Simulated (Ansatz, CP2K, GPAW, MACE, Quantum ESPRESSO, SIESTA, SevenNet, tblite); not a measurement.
# Σ7 (111) twist boundary in CsBr (84 atoms) in Quantum ESPRESSO

Wanted: Quantum ESPRESSO inputs and outputs for Σ7 (111) twist boundary in CsBr (84 atoms), checked against a plane-wave reference.

Method: the method is named at each step, in Quantum ESPRESSO 7.5.

### Step 1. The starting structure

The cell holds 84 atoms: 42 Cs and 42 Br. Its edges and angles: a = 16.052 Å, b = 16.052 Å, c = 16.126 Å, α = 90.0°, β = 90.0°, γ = 60.0°. It derives from CsBr (CsCl-type). CsCl-type CsBr (a = 4.29 Å); two grains turned against each other by 81.79 deg about [111]; 1 x 1 coincidence cells, 1 lattice periods a grain, two boundaries a cell, upper grain shifted by [0.246, 0] of the boundary cell and opened by 1.98 Å, no atom removed; minimised with a classical potential (one cell length free). Then every atom was moved at random, 0.03 Å r.m.s. a Cartesian component. Regions: lower grain, 42 atoms (21 Cs and 21 Br); upper grain, 42 atoms (21 Cs and 21 Br). The structure's axis is c.

The yardstick, on the same geometry:

* method: Kohn-Sham DFT, PBE, PAW, plane waves (Ansatz 0.2.0); cutoff 420 eV, Γ point, fermi-dirac smearing of 0.05 eV; PAW set soft_2
* r.m.s. force component: 0.1095 eV/Å
* longest force: 0.4964 eV/Å
* pressure: 0.9137 GPa
* gap (highest filled to lowest empty level): 3.583 eV
* SCF cycles: 6
* time: 24 s on 8 threads of Arm Neoverse V2, shared host
* CPU time: 3 min

### Step 2. PBE, sssp-1.3.0-efficiency, 45/360 Ry

Method: Kohn-Sham DFT, PBE, SSSP efficiency 1.3.0 pseudopotentials, plane waves.

File pw.in:

```
&control
  calculation = 'scf'
  pseudo_dir = './pseudo'
  outdir = './tmp'
  disk_io = 'none'
  tprnfor = .true.
  tstress = .true.
/
&system
  ibrav = 0
  nat = 84
  ntyp = 2
  ecutwfc = 45
  ecutrho = 360
  nosym = .true.
  occupations = 'smearing'
  smearing = 'fd'
  degauss = 0.003675
/
&electrons
  conv_thr = 4.2e-07
  electron_maxstep = 100
  mixing_beta = 0.2
  mixing_mode = 'local-TF'
  diagonalization = 'david'
/
ATOMIC_SPECIES
Cs 132.905 Cs.upf
Br 79.904 Br.upf
CELL_PARAMETERS angstrom
16.05171 0.00000 0.00000
8.02586 13.90119 0.00000
0.00000 0.00000 16.12598
ATOMIC_POSITIONS crystal
Cs 0.49514 0.69000 0.07704
Br 0.49255 0.69505 0.29497
Cs 0.30843 0.93926 0.22395
Br 0.39150 0.85696 0.47445
Cs 0.07286 0.00695 0.06613
Br 0.06947 0.00110 0.28932
Cs 0.90425 0.42710 0.03764
Br 0.92183 0.43109 0.28253
Cs 0.87650 0.23831 0.21027
Br 0.86354 0.23845 0.43405
Cs 0.77247 0.86738 0.06893
Br 0.77487 0.86559 0.28032
Cs 0.73578 0.66094 0.20235
Br 0.74785 0.66670 0.42587
Cs 0.69131 0.47911 0.37554
Br 0.68843 0.46766 0.15025
Cs 0.54623 0.89348 0.33791
Br 0.54298 0.89018 0.11889
Cs 0.34602 0.13022 0.07752
Br 0.34397 0.13186 0.29834
Cs 0.17555 0.60505 0.03890
Br 0.19464 0.58503 0.25833
Cs 0.14383 0.38721 0.19681
Br 0.14196 0.38728 0.41610
Cs 0.09762 0.19727 0.37407
Br 0.11464 0.18437 0.15509
Cs 0.00618 0.82809 0.19264
Br 0.00392 0.83680 0.41240
Cs 0.97703 0.62613 0.35304
Br 0.96574 0.61984 0.12834
Cs 0.61548 0.29792 0.07360
Br 0.61167 0.29904 0.29850
Cs 0.58360 0.09616 0.20712
Br 0.58255 0.08700 0.45926
Cs 0.43181 0.52471 0.21300
Br 0.29465 0.53123 0.48893
Cs 0.37827 0.33577 0.34153
Br 0.38087 0.33280 0.12219
Cs 0.24803 0.75791 0.37037
Br 0.25253 0.77119 0.13310
Cs 0.81177 0.06005 0.34136
Br 0.81679 0.06337 0.12525
Cs 0.16606 0.00624 0.56245
Br 0.17281 0.00432 0.78817
Cs 0.76670 0.13010 0.57524
Br 0.76861 0.12908 0.79919
Cs 0.33094 0.30004 0.57106
Br 0.33052 0.30039 0.79941
Cs 0.56946 0.10002 0.70581
Br 0.57390 0.09261 0.95655
Cs 0.90851 0.43396 0.53239
Br 0.89834 0.43165 0.78266
Cs 0.13197 0.23680 0.71255
Br 0.14404 0.23959 0.93130
Cs 0.37441 0.06231 0.84112
Br 0.36104 0.06542 0.62587
[... 24 atom lines left out ...]
Cs 0.24206 0.75568 0.86905
Br 0.22344 0.76851 0.63659
Cs 0.80644 0.89199 0.83855
Br 0.81879 0.88443 0.61895
K_POINTS gamma
```

Run with:

```bash
OMP_NUM_THREADS=1 mpirun -np 4 pw.x -in pw.in > output.txt
```

Log:

```text
Program PWSCF
     gamma-point specific algorithms are used
     one sub-group per band group will be used
     scalapack distributed-memory algorithm (size of sub-group:  2*  2 procs)
     Parallelization info
     sticks:   dense  smooth     PW     G-vecs:    dense   smooth      PW
     Min        5712    2852    713               700280   247588   30941
     Max        5713    2854    716               700284   247595   30948
     Sum       22849   11413   2857              2801129   990371  123773
     bravais-lattice index     =            0
     lattice parameter (alat)  =      30.3333  a.u.
     unit-cell volume          =   24282.6456 (a.u.)^3
     number of atoms/cell      =           84
     number of atomic types    =            2
     number of electrons       =       672.00
     number of Kohn-Sham states=          403
     kinetic-energy cutoff     =      45.0000  Ry
     charge density cutoff     =     360.0000  Ry
     scf convergence threshold =      4.2E-07
     mixing beta               =       0.2000
     number of iterations used =            8  local-TF  mixing
     Exchange-correlation=  SLA  PW   PBX  PBC
                           (   1   4   3   4   0   0   0)
     crystal axes: (cart. coord. in units of alat)
               a(1) = (   1.000000   0.000000   0.000000 )
               a(2) = (   0.500000   0.866025   0.000000 )
               a(3) = (   0.000000   0.000000   1.004627 )
     reciprocal axes: (cart. coord. in units 2 pi/alat)
               b(1) = (  1.000000 -0.577351  0.000000 )
               b(2) = (  0.000000  1.154700  0.000000 )
               b(3) = (  0.000000  0.000000  0.995394 )
     PseudoPot. # 1 for Cs:
     Pseudo is Ultrasoft + core correction, Zval =  9.0
     PseudoPot. # 2 for Br:
     Pseudo is Ultrasoft + core correction, Zval =  7.0
     atomic species   valence    mass     pseudopotential
     Cs                9.00   132.90500     Cs( 1.00)
     Br                7.00    79.90400     Br( 1.00)
     No symmetry found
   Cartesian axes
     number of k points=     1  Fermi-Dirac smearing, width (Ry)=  0.0037
                       cart. coord. in units 2pi/alat
        k(    1) = (   0.0000000   0.0000000   0.0000000), wk =   2.0000000
     Dense  grid:  1400565 G-vectors     FFT dimensions: ( 192, 192, 192)
     Smooth grid:   495186 G-vectors     FFT dimensions: ( 135, 135, 135)
     Initial potential from superposition of free atoms
     starting charge     670.3450, renormalised to     672.0000
     Starting wfcs are  714 randomized atomic wfcs
     Self-consistent Calculation
     iteration #  1     ecut=    45.00 Ry     beta= 0.20
     Threshold (ethr) on eigenvalues was too large:
     Diagonalizing with lowered threshold
     total energy              =   -4627.34523224 Ry
     estimated scf accuracy    <       2.92844069 Ry
     iteration #  2     ecut=    45.00 Ry     beta= 0.20
     total energy              =   -4626.24626092 Ry
     estimated scf accuracy    <       2.30311028 Ry
     iteration #  3     ecut=    45.00 Ry     beta= 0.20
     total energy              =   -4626.60365741 Ry
     estimated scf accuracy    <       0.20779059 Ry
     iteration #  4     ecut=    45.00 Ry     beta= 0.20
     total energy              =   -4626.58838285 Ry
     estimated scf accuracy    <       0.11519324 Ry
     iteration #  5     ecut=    45.00 Ry     beta= 0.20
     total energy              =   -4626.59382097 Ry
     estimated scf accuracy    <       0.02350195 Ry
     iteration #  6     ecut=    45.00 Ry     beta= 0.20
     total energy              =   -4626.59446937 Ry
     estimated scf accuracy    <       0.01310993 Ry
[...]
total energy              =   -4626.59292480 Ry
[...]
iteration # 18     ecut=    45.00 Ry     beta= 0.20
     total energy              =   -4626.59292529 Ry
     estimated scf accuracy    <       0.00000142 Ry
     iteration # 19     ecut=    45.00 Ry     beta= 0.20
     total energy              =   -4626.59292558 Ry
     estimated scf accuracy    <       0.00000091 Ry
     iteration # 20     ecut=    45.00 Ry     beta= 0.20
     End of self-consistent calculation
          k = 0.0000 0.0000 0.0000 ( 61887 PWs)   bands (ev):
   -17.9437 -17.9383 -17.9139 -17.8982 -17.8078 -17.7847 -17.7598 -17.7215
   -17.6917 -17.6508 -17.6324 -17.6234 -17.5918 -17.5784 -17.5185 -17.5092
   -17.5030 -17.5010 -17.4281 -17.4168 -17.3974 -17.3942 -17.3854 -17.3823
   -17.3703 -17.3666 -17.3381 -17.3329 -17.3044 -17.3002 -17.2952 -17.2572
   -17.2491 -17.2465 -17.2087 -17.1861 -17.1741 -17.1471 -17.1293 -17.1248
   -17.0015 -16.9574 -10.0720 -10.0369 -10.0290  -9.9994  -9.9946  -9.9748
[...]
8.3372   8.3554   8.3701   8.3780   8.3952   8.4150   8.4510   8.4615
     8.4846   8.4964   8.5235   8.5299   8.5339   8.5446   8.5655   8.5947
     8.6087   8.6425   8.6489   8.6731   8.6878   8.7167   8.7330   8.7747
     8.7778   8.7916   8.8189
     the Fermi energy is     4.1134 ev
!    total energy              =   -4626.59292615 Ry
     estimated scf accuracy    <       0.00000013 Ry
     smearing contrib. (-TS)   =      -0.00000000 Ry
     internal energy E=F+TS    =   -4626.59292615 Ry
     The total energy is F=E-TS. E is the sum of the following terms:
     one-electron contribution =    -403.12317681 Ry
     hartree contribution      =     461.50461255 Ry
     xc contribution           =   -2372.14424418 Ry
     ewald contribution        =   -2312.83011772 Ry
     convergence has been achieved in  20 iterations
     Forces acting on atoms (cartesian axes, Ry/au):
     atom    1 type  1   force =    -0.00149442   -0.00114694   -0.00592975
     atom    2 type  2   force =    -0.00060050   -0.00382798   -0.00052747
     atom    3 type  1   force =    -0.00032091   -0.00036543    0.00331808
     atom    4 type  2   force =    -0.00650261    0.00143392   -0.00055593
     atom    5 type  1   force =     0.00031119   -0.00583698   -0.00260244
     atom    6 type  2   force =     0.00462532    0.00236093    0.00016101
[...]
atom   82 type  2   force =     0.00212133    0.00528355   -0.00442066
     atom   83 type  1   force =    -0.00396535    0.00129834    0.00797801
     atom   84 type  2   force =     0.00197862    0.00524612    0.00553993
     Total force =     0.067547     Total SCF correction =     0.000861
     Computing stress (Cartesian axis) and pressure
          total   stress  (Ry/bohr**3)                   (kbar)     P=        8.63
   0.00003894  -0.00000088  -0.00000135            5.73       -0.13       -0.20
  -0.00000088   0.00003743   0.00000326           -0.13        5.51        0.48
  -0.00000135   0.00000326   0.00009962           -0.20        0.48       14.66
     Message from routine punch:
     Nothing written, as per user request (disk_io='none')
```

Elapsed: 13 min, on 4 MPI ranks of Arm Neoverse V2, shared host; peak memory 9.1 GiB; 50 min of CPU time.

Banners, paths, timers and routine set-up lines are dropped from the logs unmarked, and long logs keep their key lines alone; longer cuts are marked.

Against the reference:

* r.m.s. force component: 0.1094 eV/Å
* r.m.s. difference of force components: 1.747 meV/Å
* longest difference of force vectors: 5.354 meV/Å
* force difference over r.m.s. force: 1.596 %
* slope of forces against the reference's: 0.9991
* correlation of force components: 0.9999
* gap (highest filled to lowest empty level): 3.582 eV
* gap difference: -0.0003 eV
* pressure: 0.8633 GPa
* pressure difference: -0.0504 GPa

Length of the force difference by element (eV/Å):

```
element  atoms    mean    most
     Br     42  0.0031  0.0054
     Cs     42  0.0025  0.0053
```

Levels nearest the highest filled one (eV from it): -0.22, -0.21, -0.17, -0.16, -0.14, -0.13, -0.12, -0.10, -0.06, -0.04, -0.02, 0.00, 3.58, 4.24, 4.32, 4.39, 4.45, 4.56, 4.61, 4.64, 4.71, 4.71, 4.76, 4.81.

The surroundings of Br60, which has 6 bonded neighbours where the commonest count for Br is 7, nearest first, numbered as they follow in the input and with coordinates relative to it.

```
atom      x      y      z  distance (Å)  bonds      Fx      Fy  Fz (eV/Å)
Br60   0.00   0.00   0.00          0.00      6   0.145  -0.136      0.058
Cs61   2.26  -2.64  -0.79          3.57      6  -0.123   0.124     -0.115
Cs59  -0.03  -0.02  -3.58          3.58      7   0.071   0.064      0.153
Cs31  -2.28  -1.22   2.49          3.59      7   0.017  -0.020     -0.184
Cs67  -3.31  -0.68  -1.31          3.63      7  -0.024   0.028      0.277
Cs77   0.81   3.38  -1.07          3.64      7   0.036   0.028      0.030
Br16   0.25   1.14   3.72          3.90      7   0.065   0.035      0.030
 Cs7   3.39   0.57   1.91          3.93      8  -0.018   0.123     -0.130
Br52   3.33   0.64  -2.20          4.04      8  -0.023  -0.077     -0.021
```

Forces lie 1.6 % from the reference's, at 17 times its CPU time (on 4 against 8 cores).

### Step 3. PBE, sssp-1.3.0-efficiency, 20/160 Ry

Method: Kohn-Sham DFT, PBE, SSSP efficiency 1.3.0 pseudopotentials, plane waves.

Edit pw.in of step 2 so:

```diff
@@ -12,4 +12,4 @@
   ntyp = 2
-  ecutwfc = 45
-  ecutrho = 360
+  ecutwfc = 20
+  ecutrho = 160
   nosym = .true.
```

Log:

```text
[banner, memory and clock lines left out]
Program PWSCF
     gamma-point specific algorithms are used
     one sub-group per band group will be used
     bravais-lattice index     =            0
[... lines left out ...]
     number of k points=     1  Fermi-Dirac smearing, width (Ry)=  0.0037
[... lines left out ...]
     total energy              =   -4626.99184112 Ry
[... lines left out ...]
     total energy              =   -4625.86731686 Ry
[... lines left out ...]
     total energy              =   -4626.26333491 Ry
[... lines left out ...]
     total energy              =   -4626.24482524 Ry
[... lines left out ...]
     total energy              =   -4626.24482633 Ry
[... lines left out ...]
     the Fermi energy is     4.1161 ev
!    total energy              =   -4626.24482645 Ry
     estimated scf accuracy    <       0.00000018 Ry
     smearing contrib. (-TS)   =      -0.00000000 Ry
     internal energy E=F+TS    =   -4626.24482645 Ry
     The total energy is F=E-TS. E is the sum of the following terms:
     one-electron contribution =    -403.00383985 Ry
     hartree contribution      =     461.28520724 Ry
     xc contribution           =   -2371.69607613 Ry
     ewald contribution        =   -2312.83011771 Ry
     convergence has been achieved in  20 iterations
     Forces acting on atoms (cartesian axes, Ry/au):
     atom    1 type  1   force =    -0.00148143   -0.00113066   -0.00596713
     atom    2 type  2   force =    -0.00060786   -0.00385322   -0.00050892
     atom    3 type  1   force =    -0.00030734   -0.00036333    0.00331265
[...]
atom   83 type  1   force =    -0.00396897    0.00129646    0.00801265
     atom   84 type  2   force =     0.00201168    0.00523630    0.00549323
     Total force =     0.067616     Total SCF correction =     0.000990
     Computing stress (Cartesian axis) and pressure
          total   stress  (Ry/bohr**3)                   (kbar)     P=       -0.39
  -0.00002260  -0.00000088  -0.00000135           -3.32       -0.13       -0.20
  -0.00000088  -0.00002411   0.00000325           -0.13       -3.55        0.48
  -0.00000135   0.00000325   0.00003878           -0.20        0.48        5.70
     Message from routine punch:
     Nothing written, as per user request (disk_io='none')
```

Run time: 3.6 min. Hardware: 4 MPI ranks; peak memory 2.9 GiB; 14 min of CPU time.

Against the reference:

```yaml
r_m_s_force_component: 0.1095 eV/Å
r_m_s_difference_of_force_components: 1.719 meV/Å
longest_difference_of_force_vectors: 6.547 meV/Å
force_difference_over_r_m_s_force: 1.57 %
slope_of_forces_against_the_reference_s: 1
correlation_of_force_components: 0.9999
spacing_of_highest_filled_and_lowest_empty_level: 3.588 eV
gap_difference: 0.006 eV
pressure: -0.039 GPa
pressure_difference: -0.9527 GPa
energy_less_the_same_level_run_s: 56.38 meV/atom
r_m_s_force_difference_from_the_same_level_run: 0.642 meV/Å
```

This is a coarse setting, run to see what it loses.

Against the first run (1.6 %), the force difference from the reference is 1.6 %, at 0.29 times the CPU time.

### Step 4. The ladder

Differences are against the plane-wave reference, forces as r.m.s. over components; share is that over the reference's r.m.s. force, slope the least-squares factor from reference forces to these. Total energies of different programs have different zeros and aren't compared.

```
                                              run  Δ force, r.m.s. (meV/Å)  share (%)  slope  Δ pressure (GPa)  Δ gap (eV)  cores  CPU time  memory (GiB)
                                        reference                        -          -      -                 -           -      8     3 min           4.2
         QE PBE, sssp-1.3.0-efficiency, 45/360 Ry                     1.75       1.60  0.999           -0.0504     -3.0e-4      4    50 min           9.1
QE PBE, sssp-1.3.0-efficiency, 20/160 Ry (coarse)                     1.72       1.57  1.000            -0.953       0.006      4    14 min           2.9
```

Rows marked coarse were listed beforehand as settings not expected to be converged; some can still land near the reference.

CPU time is summed over cores on a shared host, where runs went side by side, so it is rough. Symmetry, cutoffs, thresholds, outputs and thread counts weren't matched or tuned between programs; memory under MPI is the largest rank's times the ranks.

Within one program, basis, potentials and functional, energies share a zero. Each run against its twin at the usual cutoff or grid and solver:

```
                                     run                              twin  Δ energy (meV/atom)  Δ force, r.m.s. (meV/Å)  CPU time over the twin's
QE PBE, sssp-1.3.0-efficiency, 20/160 Ry  sssp-1.3.0-efficiency, 45/360 Ry                 56.4                    0.642                      0.29
```

### Step 5. Results

* nearest in forces: a tie at 1.6 % of 2 runs: QE PBE, sssp-1.3.0-efficiency, 45/360 Ry; QE PBE, sssp-1.3.0-efficiency, 20/160 Ry (coarse)

PBE on plane waves or a grid with other potentials, cutoffs or grids, coarse settings apart, differs from the reference by 1.6 % (QE PBE, sssp-1.3.0-efficiency, 45/360 Ry) of the r.m.s. force; this holds the reference's own error, so differences of a few per cent don't tell which side is nearer the exact PBE result (QE's 45 Ry are 612 eV, against the reference's 420 eV). Runs with settings chosen to be coarse differ by 1.6 % (QE PBE, sssp-1.3.0-efficiency, 20/160 Ry), their programs' other errors included. None of the electronic-structure runs in the table takes under half the reference's CPU time of 3 min; they take 4.7 to 17 times as much. PBE gaps agree with the reference's 3.58 eV within 0.007 eV. These are spacings on the run's k-points, which needn't hold the band edges. The host structure and its lattice constant were typed by rule, without a check against the phase diagram. The electronic-structure runs sample only Γ, in a cell whose shortest periodic width is 14 Å. Spin–orbit coupling is left out, which matters for the levels of the heavy elements.

[Also dropped from logs without a mark: logging warnings of Python, and SIESTA's first energy breakdown and zero terms.]

[Logs are printed without paths, hosts, clocks, repeated set-up lines and the standing remarks that a program may print on its own settings, such as how far it seeks lower states.]

[Hosts, paths, dates, database ids (printed as entryN), source tags and the programs' standing remarks are cut or masked in the printed files.]
